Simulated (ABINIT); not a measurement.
# Cs2InAgCl6 (Fm-3m): changed settings of a GW run in ABINIT, part 2 of 3

What do changed inputs do to GW on Cs2InAgCl6 (Fm-3m)?

ABINIT 10.8.3; LDA and many-body steps on it, plane waves. Known limits of the many-body steps: not at the basis limit; d shell near the gap, gap tends to lie low; no spin-orbit coupling; coarse k mesh.

So far. Step 3 (Base): The gap on the mesh goes from 0.90 eV to 3.04 eV, a correction of +2.13 eV. Step 4 (No symmetry in the self-energy): Against G0W0 in ABINIT (2×2×2 mesh, 227 bands, screening to 108.8 eV, Godby-Needs plasmon pole), the gap moves by +0.000 eV.

## Step 6: Broadening of the poles

Level of this step: G0W0 on LDA, plane waves, norm-conserving pseudopotentials (ABINIT).

run.abi

```
acell 3*1.0 Angstrom
rprim 
  0.000000000000 5.234500000000 5.234500000000
  5.234500000000 0.000000000000 5.234500000000
  5.234500000000 5.234500000000 0.000000000000
ntypat 4
znucl 55 49 47 17
natom 10
typat 1 1 2 3 4 4 4 4 4 4
xred 
  0.250000000000 0.250000000000 0.250000000000
  0.750000000000 0.750000000000 0.750000000000
  0.000000000000 0.000000000000 0.000000000000
  0.500000000000 0.500000000000 0.500000000000
  0.760210000000 0.239790000000 0.239790000000
  0.239790000000 0.760210000000 0.239790000000
  0.239790000000 0.760210000000 0.760210000000
  0.760210000000 0.239790000000 0.760210000000
  0.239790000000 0.239790000000 0.760210000000
  0.760210000000 0.760210000000 0.239790000000
pp_dirpath "pseudos"
pseudos "Cs.upf, In.upf, Ag.upf, Cl.upf"
ecut 39
ngkpt 2 2 2
nshiftk 1
shiftk 0 0 0
kptopt 1
chksymbreak 0
istwfk *1
occopt 1
irdwfk 1
optdriver 4
nband 227
gwcalctyp 0
ecutsigx 39
symsigma 1
nkptgw 1
kptgw 
  0.0000000000 0.0000000000 0.0000000000
bdgw 
  49 52
ecuteps 4
irdscr 1
ppmodel 1
zcut 0.01 eV
indata_prefix "in"
outdata_prefix "out"
tmpdata_prefix "tmp"
```

Command:

```sh
$ OMP_NUM_THREADS=1 mpirun -n 16 abinit run.abi > log
```

What it wrote:

```text
.Version 10.8.3 of ABINIT. v10.8.2 released Aug 2026.

 Symmetries : space group Fm -3 m (#225); Bravais cF (face-center cubic)
[... echo of the input left out ...]
== DATASET  1 ==================================================================
-   mpi_nproc: 16, omp_nthreads: 1 (-1 if OMP is not activated)

--- !DatasetInfo
iteration_state: {dtset: 1, }
dimensions: {natom: 10, nkpt: 3, mband: 227, nsppol: 1, nspinor: 1, nspden: 1, mpw: 22556, }
cutoff_energies: {ecut:  39.0, pawecutdg:  -1.0, }
[...]
50   1.891 -20.122 -24.395   3.690   0.788  -0.270 -20.581  -0.459   1.432
       51   2.794 -13.053  -8.442  -2.586   0.826  -0.210 -11.380   1.673   4.468
       52   6.771  -8.062  -3.498  -3.116   0.855  -0.170  -6.824   1.238   8.009

== END DATASET(S) ==============================================================
================================================================================

 -outvars: echo values of variables after computation  --------
           etotal      0.0000000000E+00
            nband         227
             nkpt           3
          spgroup         225
 [... the other variables as echoed above ...]

 Calculation completed.
```

The job ended after 20 s (16 MPI ranks of Arm Neoverse N1, shared host; peak memory 7.6 GiB; 5.2 min of CPU time).

Numbers from this step:

- G0W0 gap on the points computed: 3.036 eV
- starting gap on the mesh: 0.9029 eV
- k of the valence top: 0, 0, 0
- k of the conduction bottom: 0, 0, 0
- least direct G0W0 gap on the computed points: 3.036 eV

Against G0W0 in ABINIT (2×2×2 mesh, 227 bands, screening to 108.8 eV, Godby-Needs plasmon pole), the gap moves by +0.000 eV.

## Step 7: Fewer bands in the self-energy

run.abi, as its differences from that of step 6:

```diff
@@ -32,3 +32,3 @@
 optdriver 4
-nband 227
+nband 60
 gwcalctyp 0
@@ -44,3 +44,2 @@
 ppmodel 1
-zcut 0.01 eV
 indata_prefix "in"
```

What it wrote:

```text
.Version 10.8.3 of ABINIT. v10.8.2 released Aug 2026.

 Symmetries : space group Fm -3 m (#225); Bravais cF (face-center cubic)
[... echo of the input left out ...]
== DATASET  1 ==================================================================
-   mpi_nproc: 16, omp_nthreads: 1 (-1 if OMP is not activated)

--- !DatasetInfo
iteration_state: {dtset: 1, }
dimensions: {natom: 10, nkpt: 3, mband: 60, nsppol: 1, nspinor: 1, nspden: 1, mpw: 22556, }
cutoff_energies: {ecut:  39.0, pawecutdg:  -1.0, }
electrons: {nelect:   1.00000000E+02, charge:   0.00000000E+00, occopt:   1.00000000E+00, tsmear:   1.00000000E-02, }

 SIGMA: Calculation of the GW corrections

 Based on a program developped by R.W. Godby, V. Olevano, G. Onida, and L. Reining.
 Incorporated in ABINIT by V. Olevano, G.-M. Rignanese, and M. Torrent.
.Using double precision arithmetic ; gwpc =  8

[... cell and pseudopotentials left out ...]
--------------------------------------------------------------------------------

 ==== K-mesh for the wavefunctions ====
 Number of points in the irreducible wedge :     3
[... list of points left out ...]
 Together with 48 symmetry operations and time-reversal symmetry
 yields     8 points in the full Brillouin Zone.

 ==== Q-mesh for screening function ====
 Number of points in the irreducible wedge :     3
[... list of points left out ...]
 Together with 48 symmetry operations and time-reversal symmetry
 yields     8 points in the full Brillouin Zone.

 vcoul_init : cutoff-mode = AUXILIARY_FUNCTION
 q-points for optical limit:   1
     1)      0.000010    0.000020    0.000030
 setmesh: FFT mesh size selected  =    80x   80x   80
          total number of points  =       512000

 Number of electrons calculated from density =  100.0000; Expected =  100.0000
[...]
number of k-points in IBZ                           3
 number of q-points in IBZ                           3
 number of symmetry operations                      48
 number of k-points in BZ                            8
 number of q-points in BZ                            8
 number of frequencies for dSigma/dE                 9
 frequency step for dSigma/dE [eV]                0.25
 number of omega for Sigma on real axis              0
 max omega for Sigma on real axis  [eV]           0.00
 zcut for avoiding poles [eV]                     0.10

 EPSILON^-1 parameters (SCR file):
 dimension of the eps^-1 matrix on file            725
 dimension of the eps^-1 matrix used               725
 number of plane-waves for wavefunctions         22419
 number of bands                                   227
 number of q-points in IBZ                           3
 number of frequencies                               2
 number of real frequencies                          1
 number of imag frequencies                          1

 matrix elements of self-energy operator (all in [eV])

 Perturbative Calculation

--- !SelfEnergy_ee
iteration_state: {dtset: 1, }
kpoint     : [   0.000,    0.000,    0.000, ]
spin       : 1
KS_gap     :    0.903
QP_gap     :    3.360
Delta_QP_KS:    2.457
data: !SigmaeeData |
     Band     E0 <VxcDFT>   SigX SigC(E0)      Z dSigC/dE  Sig(E)    E-E0       E
       49   1.891 -20.122 -24.395   4.902   0.807  -0.240 -19.614   0.508   2.399
       50   1.891 -20.122 -24.395   4.902   0.807  -0.240 -19.614   0.508   2.399
       51   2.794 -13.053  -8.442  -1.138   0.853  -0.172 -10.088   2.965   5.759
       52   6.771  -8.062  -3.498  -1.427   0.898  -0.113  -5.245   2.817   9.588

== END DATASET(S) ==============================================================
================================================================================

 -outvars: echo values of variables after computation  --------
           etotal      0.0000000000E+00
            nband          60
             nkpt           3
          spgroup         225
 [... the other variables as echoed above ...]

 Calculation completed.
```

Wall time 13 s (16 MPI ranks); peak memory 7.2 GiB; 3.5 min of CPU time.

Numbers from this step:

```yaml
g0w0_gap_on_the_points_computed: 3.360 eV
starting_gap_on_the_mesh: 0.9029 eV
k_of_the_valence_top: 0, 0, 0
k_of_the_conduction_bottom: 0, 0, 0
z_at_the_valence_top: 0.807
z_at_the_conduction_bottom: 0.853
least_direct_g0w0_gap_on_the_computed_points: 3.360 eV
```

## Step 8: Smaller part of the screening matrix

run.abi, as its differences from that of step 7:

```diff
@@ -32,3 +32,3 @@
 optdriver 4
-nband 60
+nband 227
 gwcalctyp 0
@@ -41,3 +41,3 @@
   49 52
-ecuteps 4
+ecuteps 1
 irdscr 1
```

What it wrote:

```text
.Version 10.8.3 of ABINIT. v10.8.2 released Aug 2026.

 Symmetries : space group Fm -3 m (#225); Bravais cF (face-center cubic)
[... echo of the input left out ...]
== DATASET  1 ==================================================================
-   mpi_nproc: 16, omp_nthreads: 1 (-1 if OMP is not activated)

--- !DatasetInfo
iteration_state: {dtset: 1, }
dimensions: {natom: 10, nkpt: 3, mband: 227, nsppol: 1, nspinor: 1, nspden: 1, mpw: 22556, }
cutoff_energies: {ecut:  39.0, pawecutdg:  -1.0, }
electrons: {nelect:   1.00000000E+02, charge:   0.00000000E+00, occopt:   1.00000000E+00, tsmear:   1.00000000E-02, }

 SIGMA: Calculation of the GW corrections

 Based on a program developped by R.W. Godby, V. Olevano, G. Onida, and L. Reining.
 Incorporated in ABINIT by V. Olevano, G.-M. Rignanese, and M. Torrent.
.Using double precision arithmetic ; gwpc =  8

[... cell and pseudopotentials left out ...]
--------------------------------------------------------------------------------

 ==== K-mesh for the wavefunctions ====
 Number of points in the irreducible wedge :     3
[... list of points left out ...]
 Together with 48 symmetry operations and time-reversal symmetry
 yields     8 points in the full Brillouin Zone.

 ==== Q-mesh for screening function ====
 Number of points in the irreducible wedge :     3
[... list of points left out ...]
 Together with 48 symmetry operations and time-reversal symmetry
 yields     8 points in the full Brillouin Zone.

 vcoul_init : cutoff-mode = AUXILIARY_FUNCTION
 q-points for optical limit:   1
     1)      0.000010    0.000020    0.000030
 setmesh: FFT mesh size selected  =    80x   80x   80
          total number of points  =       512000

 Number of electrons calculated from density =  100.0000; Expected =  100.0000
[...]
number of k-points in IBZ                           3
 number of q-points in IBZ                           3
 number of symmetry operations                      48
 number of k-points in BZ                            8
 number of q-points in BZ                            8
 number of frequencies for dSigma/dE                 9
 frequency step for dSigma/dE [eV]                0.25
 number of omega for Sigma on real axis              0
 max omega for Sigma on real axis  [eV]           0.00
 zcut for avoiding poles [eV]                     0.10

 EPSILON^-1 parameters (SCR file):
 dimension of the eps^-1 matrix on file            725
 dimension of the eps^-1 matrix used                89
 number of plane-waves for wavefunctions         22419
 number of bands                                   227
 number of q-points in IBZ                           3
 number of frequencies                               2
 number of real frequencies                          1
 number of imag frequencies                          1

 matrix elements of self-energy operator (all in [eV])

 Perturbative Calculation

--- !SelfEnergy_ee
iteration_state: {dtset: 1, }
kpoint     : [   0.000,    0.000,    0.000, ]
spin       : 1
KS_gap     :    0.903
QP_gap     :    3.481
Delta_QP_KS:    2.578
data: !SigmaeeData |
     Band     E0 <VxcDFT>   SigX SigC(E0)      Z dSigC/dE  Sig(E)    E-E0       E
       49   1.891 -20.122 -24.395   3.176   0.821  -0.218 -21.022  -0.900   0.991
       50   1.891 -20.122 -24.395   3.176   0.821  -0.218 -21.022  -0.900   0.991
       51   2.794 -13.053  -8.442  -2.612   0.839  -0.192 -11.375   1.678   4.472
       52   6.771  -8.062  -3.498  -3.205   0.858  -0.165  -6.896   1.166   7.937

== END DATASET(S) ==============================================================
================================================================================

 -outvars: echo values of variables after computation  --------
           etotal      0.0000000000E+00
            nband         227
             nkpt           3
          spgroup         225
 [... the other variables as echoed above ...]

 Calculation completed.
```

Elapsed: 12 s, on 16 MPI ranks; peak memory 6.3 GiB; 3.1 min of CPU time.

Numbers from this step:

```
G0W0 gap on the points computed              : 3.481 eV
starting gap on the mesh                     : 0.9029 eV
k of the valence top                         : 0, 0, 0
k of the conduction bottom                   : 0, 0, 0
Z at the valence top                         : 0.821
Z at the conduction bottom                   : 0.839
least direct G0W0 gap on the computed points : 3.481 eV
```

## Step 9: Unknown plasmon-pole model

run.abi, as its differences from that of step 8:

```diff
@@ -41,5 +41,5 @@
   49 52
-ecuteps 1
+ecuteps 4
 irdscr 1
-ppmodel 1
+ppmodel 7
 indata_prefix "in"
```

What it wrote:

```text
.Version 10.8.3 of ABINIT. v10.8.2 released Aug 2026.

 Symmetries : space group Fm -3 m (#225); Bravais cF (face-center cubic)
================================================================================
 Values of the parameters that define the memory need of the present run
     intxc =       0    ionmov =       0      iscf =       7    lmnmax =       8
     lnmax =       8     mgfft =      80  mpssoang =       4    mqgrid =    3212
     natom =      10  nloc_mem =       1    nspden =       1   nspinor =       1
    nsppol =       1      nsym =      48    n1xccc =    2501    ntypat =       4
    occopt =       1   xclevel =       1
-    mband =         227        mffmem =           1         mkmem =           1
       mpw =       22556          nfft =      512000          nkpt =           3
================================================================================
  Rough estimation (10% accuracy) of disk space for files :
================================================================================

--------------------------------------------------------------------------------
------------- Echo of variables that govern the present computation ------------
--------------------------------------------------------------------------------
 -outvars: echo values of preprocessed input variables --------
            acell      1.8897261259E+00  1.8897261259E+00  1.8897261259E+00 Bohr

             bdgw          49      52
      chksymbreak           0
             ecut      3.90000000E+01 Hartree
          ecuteps      4.00000000E+00 Hartree
         ecutsigx      3.90000000E+01 Hartree
          ecutwfn      3.90000000E+01 Hartree
-          fftalg         312
           irdscr           1
           irdwfk           1

              ixc       -1012
[...]
--- l  ekb(1:nproj) -->
[...]
pspatm: atomic psp has been read  and splines computed

- Cl Generated using ONCVPSP code by D. R. Hamann
- 17.00000   7.00000  180309                  znucl, zion, pspdat
12 -1012 2 -1 1016                            pspcod,pspxc,lmax,lloc,mmax
     nproj     2     2     2     0
  pspatm : epsatm=    8.88507506
         --- l  ekb(1:nproj) -->
[...]
1    3.854313    1.104197
             2   -2.920207   -0.831515
 pspatm: atomic psp has been read  and splines computed

   1.58369388E+04                                ecore*ucvol(ha*bohr**3)
--------------------------------------------------------------------------------

 ==== K-mesh for the wavefunctions ====
 Number of points in the irreducible wedge :     3
 Reduced coordinates and weights :

     1)     0.00000000E+00  0.00000000E+00  0.00000000E+00       0.12500
     2)     5.00000000E-01  0.00000000E+00  0.00000000E+00       0.50000
     3)     5.00000000E-01  5.00000000E-01  0.00000000E+00       0.37500

 Together with 48 symmetry operations and time-reversal symmetry
 yields     8 points in the full Brillouin Zone.

 ==== Q-mesh for screening function ====
 Number of points in the irreducible wedge :     3
 Reduced coordinates and weights :

     1)     0.00000000E+00  0.00000000E+00  0.00000000E+00       0.12500
     2)     5.00000000E-01  0.00000000E+00  0.00000000E+00       0.50000
     3)     5.00000000E-01  5.00000000E-01  0.00000000E+00       0.37500

 Together with 48 symmetry operations and time-reversal symmetry
 yields     8 points in the full Brillouin Zone.

 vcoul_init : cutoff-mode = AUXILIARY_FUNCTION
 q-points for optical limit:   1
     1)      0.000010    0.000020    0.000030
 setmesh: FFT mesh size selected  =    80x   80x   80
          total number of points  =       512000

 Number of electrons calculated from density =  100.0000; Expected =  100.0000
 average of density, n =  0.051659
 r_s =    1.6657
 omega_plasma =   21.9245 [eV]

--- !BUG
message: |
    Wrong ppm%model: 7

--- !BUG
message: |
    Wrong ppm%model: 7

--- from the log ---
Wrong ppm%model: 7
```

It took 9.9 s on 16 MPI ranks; peak memory 6.3 GiB.

The run stopped with an error after 9.9 s.

The program's words: Wrong ppm%model: 7

The fault put into this input: unknown plasmon-pole model.

(Continued in part 3 of 3.)

[Paths, hosts, dates, memory and timing lines, banners, echoed tables and standing remarks are left out of the program output.]

[Logs are printed without paths, hosts, clocks, repeated set-up lines and the standing remarks that a program may print on its own settings, such as how far it seeks lower states.]

[Runs of the session that timed out or met a known fault of the program may be left out.]

[Hosts, paths, dates, database ids (printed as entryN), source tags and the programs' standing remarks are cut or masked in the printed files.]

[G0W0 gaps are taken among the corrected bands and points alone; a level outside them can change the order at an edge.]

[Where Ansatz stands beside ABINIT at settings called matched, ABINIT's density can come from a denser mesh and the files from another edition; pairs whose starting gaps differed by over 0.03 eV were left out, so agreement reads better than it is.]
